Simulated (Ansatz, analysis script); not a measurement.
# Free-standing square Os monolayer, spacing 2.74 Å: E(q) by the generalised Bloch theorem, part 2 of 2

Spirals are solved in the crystal's own cell at each q. What do they say of the order in a free-standing square Os monolayer, spacing 2.74 Å?

Ansatz 0.2.0; PBEsol, PAW set soft_1 (files made for PBE).

So far. Step 4 (q = (0, 0, 0)): The largest moment is 0.744 μB, against 0.745 μB in the collinear run. Step 5 (q = (0, 0.1, 0)): The energy of the cell lies 1.06 meV above that at q = 0, and the largest moment is 0.702 μB against 0.744 μB.

In doubt: warnings of the run leave room for a lower electronic state (step 8), so energies may not be the lowest and differences between runs may mislead.

## 6. q = (0, 0.2, 0)

Level of this step: Ansatz DFT, spin spiral by the generalised Bloch theorem, no spin-orbit coupling; PBEsol, PAW set soft_1; PAW set soft_1 (Ansatz).

File input.yaml:

```yaml
crystal:
  lattice:
    - [2.74, 0.0, 0.0]
    - [0.0, 2.74, 0.0]
    - [0.0, 0.0, 14.0]
  atoms:
    - { symbol: Os, position: [0.0, 0.0, 0.5], spin: 0.75, spin_axis: [1.0, 0.0, 0.0] }
kpoints:
  mp_grid: { grid: [20, 20, 1] }
hamiltonian:
  xc: pbesol
  noncollinear_xc: locally_collinear
  pseudopotentials: { kind: paw, azcp: { folder: soft_1 }, xc_functional: pbe }
scf:
  occupations: { method: fermi_dirac, width: 0.1 }
  max_iter: 120
  convergence: { dr2_threshold: 1.0e-08 }
  lower_state_search: "off"
basis:
  ecutwfc: 420.0
magnetization:
  noncollinear: true
  spin_spiral: { q: [0.0, 0.2, 0.0] }
checkpoint:
  read: start
```

Launch:

```bash
$ ansatz run input.yaml --threads 1 --pin off --max-ram 2048MiB --backend cpu --events-out ev --progress --plain --runs-dir out
```

Numbers of over 12 decimals in the logs are rounded to 6 here.

The log of the run:

```text
[...]
Crystal: 1 atoms, lattice volume = 105.106 Å³
Basis set: ecut = 420 eV, 2107 PW (Γ)
Bands: 24, of which v1, the nominal top of the filled ones, is band 16 counted from 1 (15 counted from 0)
Symmetry: 4 space group operations
k-points: 121 of 400
[...]
SCF iter  17: F=-11248.012953 eV  HF=-11248.012953 eV  |F-HF|=5.08e-8  |Δ(HF+E_count)|=   4.49e-9  Δρ=1.46e-6  dr2=6.50e-12  dr2_m=5.37e-10  ethr=1.00e-12  |M|=9.00e-1 ∫|m|=9.35e-1 μB  |m|>n=3.7e-2 m-floor=0.0e0 τ_xc=3.6e-18  ⟨swp⟩=1.0  Hψ=9505  notcnv=0
SCF 1 converged in 17 iterations: F = -11248.012953 eV  dr2 = 6.50e-12
[...]
SCF converged after 17 iterations
[...]
Magnetization: |M| = 0.8997 μB,  M = (+0.8997, +0.0000, +0.0000) μB
Absolute magnetization: 0.9354 μB (∫|m|, with the PAW one-centre terms)
  site 0: m = (+0.7352, +0.0000, +0.0000) μB, |m| = 0.7352 μB  (R = 1.13 Å)
Free energy (F): -11248.012953 eV
[...]
Internal energy: -11247.932295 eV  (E = F + TS)
E sigma→0 (E₀):  -11247.972624 eV
Entropy (-TS):   -0.080658 eV (-80.658 meV/atom)
Fermi energy:    -1.513641 eV
[...]
```

Wall time 89 s (1 thread of Intel Xeon Platinum 8488C (Sapphire Rapids), shared host); peak memory 0.83 GiB.

The energy of the cell lies 0.92 meV below that at q = 0, and the largest moment is 0.735 μB against 0.744 μB.

## 7. q = (0.2, 0.2, 0)

Edit input.yaml of step 6 so:

```diff
@@ -22,3 +22,3 @@
   noncollinear: true
-  spin_spiral: { q: [0.0, 0.2, 0.0] }
+  spin_spiral: { q: [0.2, 0.2, 0.0] }
 checkpoint:
```

The log of the run:

```text
[...]
Crystal: 1 atoms, lattice volume = 105.106 Å³
Basis set: ecut = 420 eV, 2107 PW (Γ)
Bands: 24, of which v1, the nominal top of the filled ones, is band 16 counted from 1 (15 counted from 0)
Symmetry: 4 space group operations
k-points: 111 of 400
[...]
SCF iter  12: F=-11248.017718 eV  HF=-11248.017718 eV  |F-HF|=6.80e-10  |Δ(HF+E_count)|=   1.18e-8  Δρ=6.47e-7  dr2=2.15e-10  dr2_m=1.14e-10  ethr=1.62e-11  |M|=9.80e-1 ∫|m|=1.06e0 μB  |m|>n=3.6e-2 m-floor=0.0e0 τ_xc=5.4e-18  ⟨swp⟩=1.0  Hψ=9145  notcnv=0
SCF 1 converged in 12 iterations: F = -11248.017718 eV  dr2 = 2.15e-10
[...]
SCF converged after 12 iterations
[...]
Magnetization: |M| = 0.9798 μB,  M = (+0.9798, -0.0000, +0.0000) μB
Absolute magnetization: 1.0552 μB (∫|m|, with the PAW one-centre terms)
  site 0: m = (+0.8376, -0.0000, +0.0000) μB, |m| = 0.8376 μB  (R = 1.13 Å)
Free energy (F): -11248.017718 eV
[...]
Internal energy: -11247.937318 eV  (E = F + TS)
E sigma→0 (E₀):  -11247.977518 eV
Entropy (-TS):   -0.080400 eV (-80.400 meV/atom)
Fermi energy:    -1.465081 eV
[...]
```

It took 44 s on 1 thread; peak memory 0.81 GiB.

The energy of the cell lies 5.68 meV below that at q = 0, and the largest moment is 0.838 μB against 0.744 μB.

## 8. q = (0.5, 0.5, 0)

Edit input.yaml of step 7 so:

```diff
@@ -22,3 +22,3 @@
   noncollinear: true
-  spin_spiral: { q: [0.2, 0.2, 0.0] }
+  spin_spiral: { q: [0.5, 0.5, 0.0] }
 checkpoint:
```

The log of the run:

```text
[...]
Crystal: 1 atoms, lattice volume = 105.106 Å³
Basis set: ecut = 420 eV, 2107 PW (Γ)
Bands: 24, of which v1, the nominal top of the filled ones, is band 16 counted from 1 (15 counted from 0)
Symmetry: 4 space group operations
k-points: 111 of 400
[...]
SCF iter  65: F=-11247.997322 eV  HF=-11247.997387 eV  |F-HF|=6.45e-5  |Δ(HF+E_count)|=  1.36e-10  Δρ=3.83e-5  dr2=1.39e-9  dr2_m=4.89e-7 (ungated)  ethr=6.94e-12  |M|=4.95e-1 ∫|m|=6.70e-1 μB  |m|>n=3.5e-2 m-floor=0.0e0 τ_xc=3.3e-18  ⟨swp⟩=6.3  Hψ=9883  notcnv=0
[...]
SCF 1 converged in 65 iterations: F = -11247.997322 eV  dr2 = 1.39e-9
[...]
SCF converged after 65 iterations
[...]
Magnetization: |M| = 0.4947 μB,  M = (+0.4947, +0.0003, +0.0000) μB
Absolute magnetization: 0.6696 μB (∫|m|, with the PAW one-centre terms)
  site 0: m = (+0.5229, +0.0000, +0.0000) μB, |m| = 0.5229 μB  (R = 1.13 Å)
Free energy (F): -11247.997322 eV
[...]
Internal energy: -11247.895777 eV  (E = F + TS)
E sigma→0 (E₀):  -11247.946550 eV
Entropy (-TS):   -0.101546 eV (-101.546 meV/atom)
Fermi energy:    -1.561035 eV
[...]
```

Elapsed: 6.2 min, on 1 thread; peak memory 0.85 GiB.

The energy of the cell lies 14.7 meV above that at q = 0, and the largest moment is 0.523 μB against 0.744 μB.

8 more runs differ from these in the same keys alone and are tabled below.

## 9. Analysis

| q (reciprocal lattice) | path length (1/Å) | E(q) − E(0) (meV a magnetic atom) | \|m\| Os no. 1 (μB) |
| --- | --- | --- | --- |
| (0, 0, 0) | 0.000 | 0.00 | 0.74 |
| (0, 0.1, 0) | 0.229 | 1.06 | 0.70 |
| (0, 0.2, 0) | 0.459 | -0.92 | 0.74 |
| (0, 0.4, 0) | 0.917 | -1.07 | 0.68 |
| (0, 0.5, 0) | 1.147 | 2.30 | 0.59 |
| (0.1, 0.5, 0) | 1.376 | 1.33 | 0.61 |
| (0.2, 0.5, 0) | 1.605 | -0.48 | 0.70 |
| (0.4, 0.5, 0) | 2.064 | 8.49 | 0.70 |
| (0.5, 0.5, 0) | 2.293 | 14.71 | 0.52 |
| (0.4, 0.4, 0) | 2.617 | 2.60 | 0.80 |
| (0.3, 0.3, 0) | 2.942 | -15.77 | 1.01 |
| (0.2, 0.2, 0) | 3.266 | -5.69 | 0.84 |
| (0.1, 0.1, 0) | 3.590 | 0.57 | 0.69 |
| (0, 0, 0) | 3.915 | 0.00 | 0.74 |

## 10. Results

- lowest point of the path: q = (0.3, 0.3, 0), -15.8 meV a magnetic atom from q = 0
- highest point: 14.7 meV a magnetic atom

What this shows: The state at q = (0.3, 0.3, 0) lies 15.8 meV a magnetic atom below the ferromagnetic start, so that start is not the lowest state. The moments change by at most 36 % from their size at q = 0, so they are itinerant and a model of rigid spins is rough. No spin model is given, since the moments change too much along the path. The 13 spiral runs took 68 min of wall time, added up. Energies are free energies at a smearing of 0.1 eV, and with partly filled levels differences shift, at times strongly, as the smearing goes to zero. The cell was taken as built, with atoms unrelaxed. In doubt: the program's search for lower states was switched off, so a lower magnetic state than those reached may exist.

[Logs and program files are shortened in this print: banners, set-up blocks, solver, clock and traceback lines can be left out without a mark of their own.]

[Logs are printed without paths, hosts, clocks, repeated set-up lines and the standing remarks that a program may print on its own settings, such as how far it seeks lower states.]

[Hosts, paths, dates, database ids (printed as entryN), source tags and the programs' standing remarks are cut or masked in the printed files.]
